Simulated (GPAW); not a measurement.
**Screening of a field by N/Mo(110)**

How does N/Mo(110) screen a perpendicular field?

Main program and level: GPAW 26.7.0; GPAW, PAW setups; slab in vacuum, relaxation, in the first sound run; inputs show where later runs differ.

### Step 1. Starting point

The cell holds 5 atoms: 4 Mo and 1 N. Its edges and angles: a = 2.728 Å, b = 2.728 Å, c = 26.289 Å, α = 90.0°, β = 90.0°, γ = 70.5°. Vacuum lies along c.

### Step 2. Relaxing the atoms

The atoms are relaxed first, since the surface dipole, and with it the work function, follows the positions of the outer layers. The lowest 2 atoms are held at bulk positions and keep their forces.

The input, run.py:

```python
import json
import numpy as np
from ase import Atoms
from ase.constraints import FixAtoms
from ase.optimize import BFGS
from gpaw import GPAW, PW

slab = Atoms(
    ['Mo', 'Mo', 'Mo', 'Mo', 'N'],
    positions=[
        [0.00000, 0.00000, 9.00000],
        [2.22739, -0.00000, 11.22739],
        [0.00000, 0.00000, 13.45477],
        [2.22739, -0.00000, 15.68216],
        [0.00000, 0.00000, 17.28898]],
    cell=[[2.22739, -1.575, 0.0], [2.22739, 1.575, 0.0], [0.0, 0.0, 26.28898]],
    pbc=[True, True, False])

slab.calc = GPAW(mode=PW(500), xc='PBE', kpts={'size': (12, 12, 1), 'gamma': True},
                 occupations={'name': 'fermi-dirac', 'width': 0.1}, nbands='160%',
                 convergence={'density': 1e-05}, maxiter=200,
                 poissonsolver={'dipolelayer': 'xy'},
                 symmetry={'tolerance': 1e-3, 'extra_ids': [1, 1, 0, 0, 0]}, txt='slab.txt')
result = {}
slab.set_constraint(FixAtoms([0, 1]))
path = []
opt = BFGS(slab, maxstep=0.2)
opt.attach(lambda: path.append((slab.get_potential_energy(), slab.positions.tolist(), slab.get_forces().tolist())))
result['relaxed'] = bool(opt.run(fmax=0.03, steps=40))
result['path'] = path
energy = slab.get_potential_energy()
fermi = slab.calc.get_fermi_level()
v = slab.calc.get_electrostatic_potential().mean((0, 1)) - fermi
n = slab.calc.get_pseudo_density().mean((0, 1))
L = slab.cell[2, 2]
z = np.arange(len(v)) * L / len(v)
low, high = slab.positions[:, 2].min(), slab.positions[:, 2].max()
below, above = np.interp([low - 6.8, high + 6.8], z, v)
slopes = [np.interp(x, z, np.gradient(v, z)) for x in (low - 6.8, high + 6.8)]
eps = np.array([[slab.calc.get_eigenvalues(k, s) for k in range(len(slab.calc.get_ibz_k_points()))]
                for s in range(slab.calc.get_number_of_spins())]) - fermi
top, bottom = eps[eps < 0].max(), eps[eps > 0].min()
dipole = slab.get_dipole_moment()[2]
print(f'energy {energy:.4f} eV, Fermi level {fermi:.4f} eV, dipole {dipole:.5f} e A')
print(f'potential 6.8 A off the faces, from the Fermi level: lower {below:.4f} eV, upper {above:.4f} eV')
print(f'slope of the potential there: lower {slopes[0]:.5f}, upper {slopes[1]:.5f} eV/A')
print(f'nearest levels on the mesh: {top:.4f} and {bottom:.4f} eV')
print('magnetic moment', round(slab.get_magnetic_moment(), 3))
result.update(energy=energy, fermi=fermi, dipole=dipole, below=below, above=above, slopes=slopes, edges=[top, bottom],
              z=z.tolist(), v=v.tolist(), n=n.tolist(), positions=slab.positions.tolist(),
              forces=slab.get_forces(apply_constraint=False).tolist(), moments=slab.get_magnetic_moments().tolist())
json.dump(result, open('result.json', 'w'))
```

Launch:

```console
OMP_NUM_THREADS=1 OPENBLAS_NUM_THREADS=1 python run.py
```

Log:

```text
Step          Energy          fmax
BFGS:    0      -49.211933        4.287074
BFGS:    1      -49.679644        3.700448
BFGS:    2      -50.590738        0.745324
BFGS:    3      -50.604616        0.674205
BFGS:    4      -50.616924        0.507591
BFGS:    5      -50.638751        0.246029
BFGS:    6      -50.640192        0.200651
BFGS:    7      -50.647927        0.369102
BFGS:    8      -50.656177        0.467148
BFGS:    9      -50.662774        0.297892
BFGS:   10      -50.665408        0.046366
BFGS:   11      -50.665480        0.005284
energy -50.5993 eV, Fermi level 1.5757 eV, dipole -0.06089 e A
potential 6.8 A off the faces, from the Fermi level: lower 4.5664 eV, upper 6.1468 eV
slope of the potential there: lower -0.00010, upper 0.00079 eV/A
nearest levels on the mesh: -0.0060 and 0.0009 eV
magnetic moment 0.0
```

It took 51 min on 1 thread of Arm Neoverse V2, shared host; peak memory 0.39 GiB.

Relaxation path:

```
step  energy less that of the first step (eV)  largest force (eV/Å)
   1                                   0.0000                4.2871
   2                                  -0.4684                3.7004
   3                                  -1.3710                0.7453
   4                                  -1.3857                0.6742
   5                                  -1.3979                0.5076
   6                                  -1.4199                0.2460
   7                                  -1.4214                0.2007
   8                                  -1.4296                0.3691
   9                                  -1.4384                0.4671
  10                                  -1.4454                0.2979
  11                                  -1.4482                0.0464
  12                                  -1.4482                0.0053
```

The atoms that moved most (Å):

```
atom     dx     dy      dz  length
  N5  0.000  0.000  -0.435   0.435
 Mo4  0.000  0.000   0.127   0.127
```

The relaxed structure:

```
Mo N
1.0
     2.22739   -1.57500    0.00000
     2.22739    1.57500    0.00000
     0.00000    0.00000   26.28898
Mo N
4 1
Direct
  0.00000 0.00000 0.34235
  0.50000 0.50000 0.42708
  0.00000 0.00000 0.51196
  0.50000 0.50000 0.60136
  0.00000 0.00000 0.64111
```

Numbers from this step:

```yaml
dipole_along_the_normal: -0.06089 e·Å
levels_nearest_the_fermi_level_on_the_mesh: -0.006049, 8.74e-4 eV from the Fermi level
upper_work_function: 6.147 eV
lower_work_function: 4.566 eV
```

The electrostatic potential energy of an electron (without an applied field's), less the Fermi level, planar mean oscillates, so the rows of the table below give means over windows of 2.16 Å about each position, cut where the curve ends. Its maxima inside the range that stand out by 2 % of the span (Å: eV): 10.1: -2.05, 12.3: -2.08, 14.6: -1.27, 16.5: -13.9. Its minima: 9.0: -28.1, 11.3: -28.5, 13.4: -28.4, 15.8: -29.2, 16.8: -16.3.

The electrostatic potential energy of an electron (without an applied field's), less the Fermi level, planar mean by z; means over each step:

```
z (Å)  electrostatic potential energy of an electron (without an applied field's), less the Fermi level, planar mean (eV)
 1.08                                                                                                                4.64
 3.24                                                                                                                4.57
 5.40                                                                                                                4.53
 7.56                                                                                                              -0.415
 9.72                                                                                                               -13.2
11.88                                                                                                               -13.4
14.04                                                                                                               -12.9
16.20                                                                                                               -17.6
18.36                                                                                                                5.14
20.52                                                                                                                6.14
22.68                                                                                                                6.15
24.84                                                                                                                6.15
```

The pseudo valence density, planar mean oscillates, so the rows of the table below give means over windows of 2.25 Å about each position, cut where the curve ends. Its maxima inside the range that stand out by 2 % of the span (Å: e/Å³): 9.0: 2.00, 11.3: 1.97, 13.5: 1.95, 15.8: 2.00. Its minima: 10.1: 0.322, 12.4: 0.322, 14.6: 0.281.

Table of pseudo valence density, planar mean by z; means over each step:

z (Å), pseudo valence density, planar mean (e/Å³) and a bar:
```
     3.38       0.00 
     5.62       0.00 
     7.88       0.44 ###############
    10.12       0.91 ##############################
    12.38       0.90 ##############################
    14.62       0.80 ###########################
    16.88       0.80 ###########################
    19.12       0.01 
    21.38       0.00
```

The relaxation lowered the energy of the cell by 1.45 eV (energies extrapolated to zero smearing; the optimiser's log prints free energies). The largest force left on a free atom is 0.0053 eV/Å.

### Step 3. The slab's potential

The work function is the vacuum plateau of the electrostatic potential less the Fermi level; a dipole layer lets the two faces have plateaus of their own.

This step: GPAW, PAW setups; slab in vacuum (GPAW 26.7.0).

run.py, as its differences from that of step 2:

```diff
@@ -3,4 +3,2 @@
 from ase import Atoms
-from ase.constraints import FixAtoms
-from ase.optimize import BFGS
 from gpaw import GPAW, PW
@@ -12,5 +10,5 @@
         [2.22739, -0.00000, 11.22739],
-        [0.00000, 0.00000, 13.45477],
-        [2.22739, -0.00000, 15.68216],
-        [0.00000, 0.00000, 17.28898]],
+        [0.00000, 0.00000, 13.45890],
+        [2.22739, -0.00000, 15.80914],
+        [-0.00000, 0.00000, 16.85425]],
     cell=[[2.22739, -1.575, 0.0], [2.22739, 1.575, 0.0], [0.0, 0.0, 26.28898]],
@@ -22,10 +20,4 @@
                  poissonsolver={'dipolelayer': 'xy'},
-                 symmetry={'tolerance': 1e-3, 'extra_ids': [1, 1, 0, 0, 0]}, txt='slab.txt')
+                 symmetry={'tolerance': 1e-3}, txt='slab.txt')
 result = {}
-slab.set_constraint(FixAtoms([0, 1]))
-path = []
-opt = BFGS(slab, maxstep=0.2)
-opt.attach(lambda: path.append((slab.get_potential_energy(), slab.positions.tolist(), slab.get_forces().tolist())))
-result['relaxed'] = bool(opt.run(fmax=0.03, steps=40))
-result['path'] = path
 energy = slab.get_potential_energy()
```

Log:

```text
energy -50.5993 eV, Fermi level 1.5757 eV, dipole -0.06118 e A
potential 6.8 A off the faces, from the Fermi level: lower 4.5665 eV, upper 6.1464 eV
slope of the potential there: lower -0.00005, upper 0.00073 eV/A
nearest levels on the mesh: -0.0060 and 0.0009 eV
magnetic moment 0.0
```

The job ended after 4.7 min (1 thread; peak memory 0.38 GiB).

Numbers from this step:

```
dipole along the normal                    : -0.06118 e·Å
levels nearest the Fermi level on the mesh : -0.006038, 8.96e-4 eV from the Fermi level
upper work function                        : 6.146 eV
```

Electrostatic potential energy of an electron (without an applied field's), less the Fermi level, planar mean against z:

z (Å), electrostatic potential energy of an electron (without an applied field's), less the Fermi level, planar mean (eV) and a bar from the least value:
```
      0.0        5.4 #############################
      0.5        4.6 #############################
      1.0        4.6 #############################
      1.5        4.6 #############################
      2.0        4.6 #############################
      2.5        4.6 #############################
      3.0        4.6 #############################
      3.5        4.6 #############################
      4.0        4.6 #############################
      4.5        4.6 #############################
      5.0        4.6 #############################
      5.5        4.6 #############################
      6.0        4.5 #############################
      6.5        4.4 ############################
      7.0        4.0 ############################
      7.5        2.8 ###########################
      8.0       -1.2 ########################
      8.5      -13.6 #############
      9.0      -28.0 
      9.5      -13.6 #############
     10.0       -2.4 ######################
     10.5       -6.7 ###################
     11.0      -24.4 ###
     11.5      -22.8 #####
     12.0       -5.6 ####################
     12.5       -2.7 ######################
     13.0      -15.3 ###########
     13.5      -28.2 
     14.0      -12.2 ##############
     14.5       -1.7 #######################
     15.0       -5.0 ####################
     15.5      -22.0 #####
     16.0      -26.5 #
     16.5      -14.1 ############
     17.0      -11.7 ##############
     17.5        2.6 ###########################
     18.0        5.5 #############################
     18.5        6.0 ##############################
     19.0        6.1 ##############################
     19.5        6.1 ##############################
     20.0        6.1 ##############################
     20.5        6.1 ##############################
     21.0        6.1 ##############################
     21.5        6.1 ##############################
     22.0        6.1 ##############################
     22.5        6.1 ##############################
     23.0        6.1 ##############################
     23.5        6.1 ##############################
     24.0        6.1 ##############################
     24.5        6.1 ##############################
     25.0        6.1 ##############################
     25.5        6.1 ##############################
     26.0        6.0 ##############################
```

Table of pseudo valence density, planar mean by z:

```
z (Å)  pseudo valence density, planar mean (e/Å³)
  5.0                                      1.5e-4
  5.5                                      5.0e-4
  6.0                                     0.00163
  6.5                                     0.00543
  7.0                                      0.0174
  7.5                                      0.0530
  8.0                                       0.186
  8.5                                       0.767
  9.0                                        1.98
  9.5                                       0.789
 10.0                                       0.337
 10.5                                       0.457
 11.0                                        1.54
 11.5                                        1.41
 12.0                                       0.426
 12.5                                       0.348
 13.0                                       0.874
 13.5                                        1.94
 14.0                                       0.701
 14.5                                       0.297
 15.0                                       0.378
 15.5                                        1.29
 16.0                                        1.74
 16.5                                       0.917
 17.0                                       0.729
 17.5                                       0.243
 18.0                                      0.0423
 18.5                                     0.00720
 19.0                                     0.00120
 19.5                                      2.1e-4
 20.0                                      4.1e-5
```

Force by atom:

```
atom  x (eV/Å)  y (eV/Å)  z (eV/Å)   size
 Mo1     0.000     0.000     0.689  0.689
 Mo2     0.000     0.000    -0.663  0.663
 Mo3     0.000     0.000     0.002  0.002
 Mo4     0.000     0.000    -0.003  0.003
  N5     0.000     0.000     0.004  0.004
```

The potential is flat to 7.3e-4 eV/Å where it is read, so the vacuum is wide enough.

### Step 4. Field on

A uniform field along the normal polarises the slab; the atoms stay fixed, so this is the electronic response alone.

run.py, as its differences from that of step 3:

```diff
@@ -4,2 +4,3 @@
 from gpaw import GPAW, PW
+from gpaw.external import ConstantElectricField
 
@@ -20,2 +21,3 @@
                  poissonsolver={'dipolelayer': 'xy'},
+                 external=ConstantElectricField(-0.2, [0, 0, 1]),
                  symmetry={'tolerance': 1e-3}, txt='slab.txt')
```

Log:

```text
energy -50.6198 eV, Fermi level 1.6793 eV, dipole -0.14330 e A
potential 6.8 A off the faces, from the Fermi level: lower 3.3368 eV, upper 7.0315 eV
slope of the potential there: lower -0.00004, upper 0.00067 eV/A
nearest levels on the mesh: -0.0039 and 0.0022 eV
magnetic moment 0.0
```

The job ended after 9.5 min (1 thread; peak memory 0.6 GiB).

Numbers from this step:

| Property | Result |
| --- | --- |
| dipole along the normal | -0.1433 e·Å |
| levels nearest the Fermi level on the mesh | -0.003943, 0.002183 eV from the Fermi level |
| potential below the slab, the applied field's own ramp left out | 3.337 eV from the Fermi level |
| potential above the slab, the applied field's own ramp left out | 7.031 eV from the Fermi level |

The electrostatic potential energy of an electron (without an applied field's), less the Fermi level, planar mean oscillates, so the rows of the table below give means over windows of 1 Å about each position, cut where the curve ends. Its maxima inside the range that stand out by 2 % of the span (Å: eV): 10.1: -2.65, 12.4: -2.24, 14.6: -0.967, 16.5: -13.3, 25.7: 7.03. Its minima: 9.0: -28.9, 11.3: -28.8, 13.4: -28.3, 15.8: -28.7, 16.8: -15.6.

The electrostatic potential energy of an electron (without an applied field's), less the Fermi level, planar mean by z; means over each step:

z (Å), electrostatic potential energy of an electron (without an applied field's), less the Fermi level, planar mean (eV) and a bar from the least value:
```
        0        4.0 ###########################
        1        3.3 ##########################
        2        3.3 ##########################
        3        3.3 ##########################
        4        3.3 ##########################
        5        3.3 ##########################
        6        3.3 ##########################
        7        2.7 ##########################
        8       -3.7 ###################
        9      -23.1 
       10       -5.6 #################
       11      -21.3 ##
       12       -8.5 ###############
       13      -15.8 #######
       14      -13.4 ##########
       15       -7.1 ################
       16      -22.7 
       17       -8.2 ###############
       18        6.0 #############################
       19        7.0 ##############################
       20        7.0 ##############################
       21        7.0 ##############################
       22        7.0 ##############################
       23        7.0 ##############################
       24        7.0 ##############################
       25        7.0 ##############################
       26        6.7 ##############################
```

Force by atom:

```
atom  x (eV/Å)  y (eV/Å)  z (eV/Å)   size
 Mo1     0.000     0.000     0.696  0.696
 Mo2     0.000     0.000    -0.674  0.674
 Mo3     0.000     0.000     0.008  0.008
 Mo4     0.000     0.000    -0.028  0.028
  N5     0.000     0.000     0.030  0.030
```

The dipole is now -0.143 e Å, against -0.061 in the run without a field.

### Step 5. In a field

run.py, as its differences from that of step 4:

```diff
@@ -21,3 +21,3 @@
                  poissonsolver={'dipolelayer': 'xy'},
-                 external=ConstantElectricField(-0.2, [0, 0, 1]),
+                 external=ConstantElectricField(-0.1, [0, 0, 1]),
                  symmetry={'tolerance': 1e-3}, txt='slab.txt')
```

Log:

```text
energy -50.6075 eV, Fermi level 1.6280 eV, dipole -0.10235 e A
potential 6.8 A off the faces, from the Fermi level: lower 3.9501 eV, upper 6.5886 eV
slope of the potential there: lower -0.00003, upper 0.00070 eV/A
nearest levels on the mesh: -0.0015 and 0.0035 eV
magnetic moment 0.0
```

Run time: 10 min. Hardware: 1 thread; peak memory 0.6 GiB.

This step gave:

| Item | Value |
| --- | --- |
| dipole along the normal | -0.1024 e·Å |
| levels nearest the Fermi level on the mesh | -0.001526, 0.003453 eV from the Fermi level |
| potential below the slab, the applied field's own ramp left out | 3.950 eV from the Fermi level |
| potential above the slab, the applied field's own ramp left out | 6.589 eV from the Fermi level |

The electrostatic potential energy of an electron (without an applied field's), less the Fermi level, planar mean oscillates, so the rows of the table below give means over windows of 2.25 Å about each position, cut where the curve ends. Its maxima inside the range that stand out by 2 % of the span (Å: eV): 10.1: -2.35, 12.4: -2.16, 14.6: -1.12, 16.5: -13.6, 25.7: 6.59. Its minima: 9.0: -28.5, 11.3: -28.7, 13.4: -28.3, 15.8: -28.9, 16.8: -15.9.

The electrostatic potential energy of an electron (without an applied field's), less the Fermi level, planar mean by z; means over each step:

z (Å), electrostatic potential energy of an electron (without an applied field's), less the Fermi level, planar mean (eV) and a bar from the least value:
```
     1.12        4.1 ##########################
     3.38        3.9 ##########################
     5.62        3.9 ##########################
     7.88       -5.4 ############
    10.12      -13.9 
    12.38      -13.6 
    14.62      -12.1 ###
    16.88      -10.0 ######
    19.12        6.5 ##############################
    21.38        6.6 ##############################
    23.62        6.6 ##############################
    25.88        6.5 ##############################
```

Force by atom:

```
atom  x (eV/Å)  y (eV/Å)  z (eV/Å)   size
 Mo1     0.000     0.000     0.692  0.692
 Mo2     0.000     0.000    -0.669  0.669
 Mo3     0.000     0.000     0.005  0.005
 Mo4     0.000     0.000    -0.016  0.016
  N5     0.000     0.000     0.018  0.018
```

The dipole is now -0.102 e Å, against -0.061 in the run without a field.

(Part 1 of 2 ends here.)

[Logs are printed without paths, hosts, clocks, repeated set-up lines and the standing remarks that a program may print on its own settings, such as how far it seeks lower states.]

[Hosts, paths, dates, database ids (printed as entryN), source tags and the programs' standing remarks are cut or masked in the printed files.]
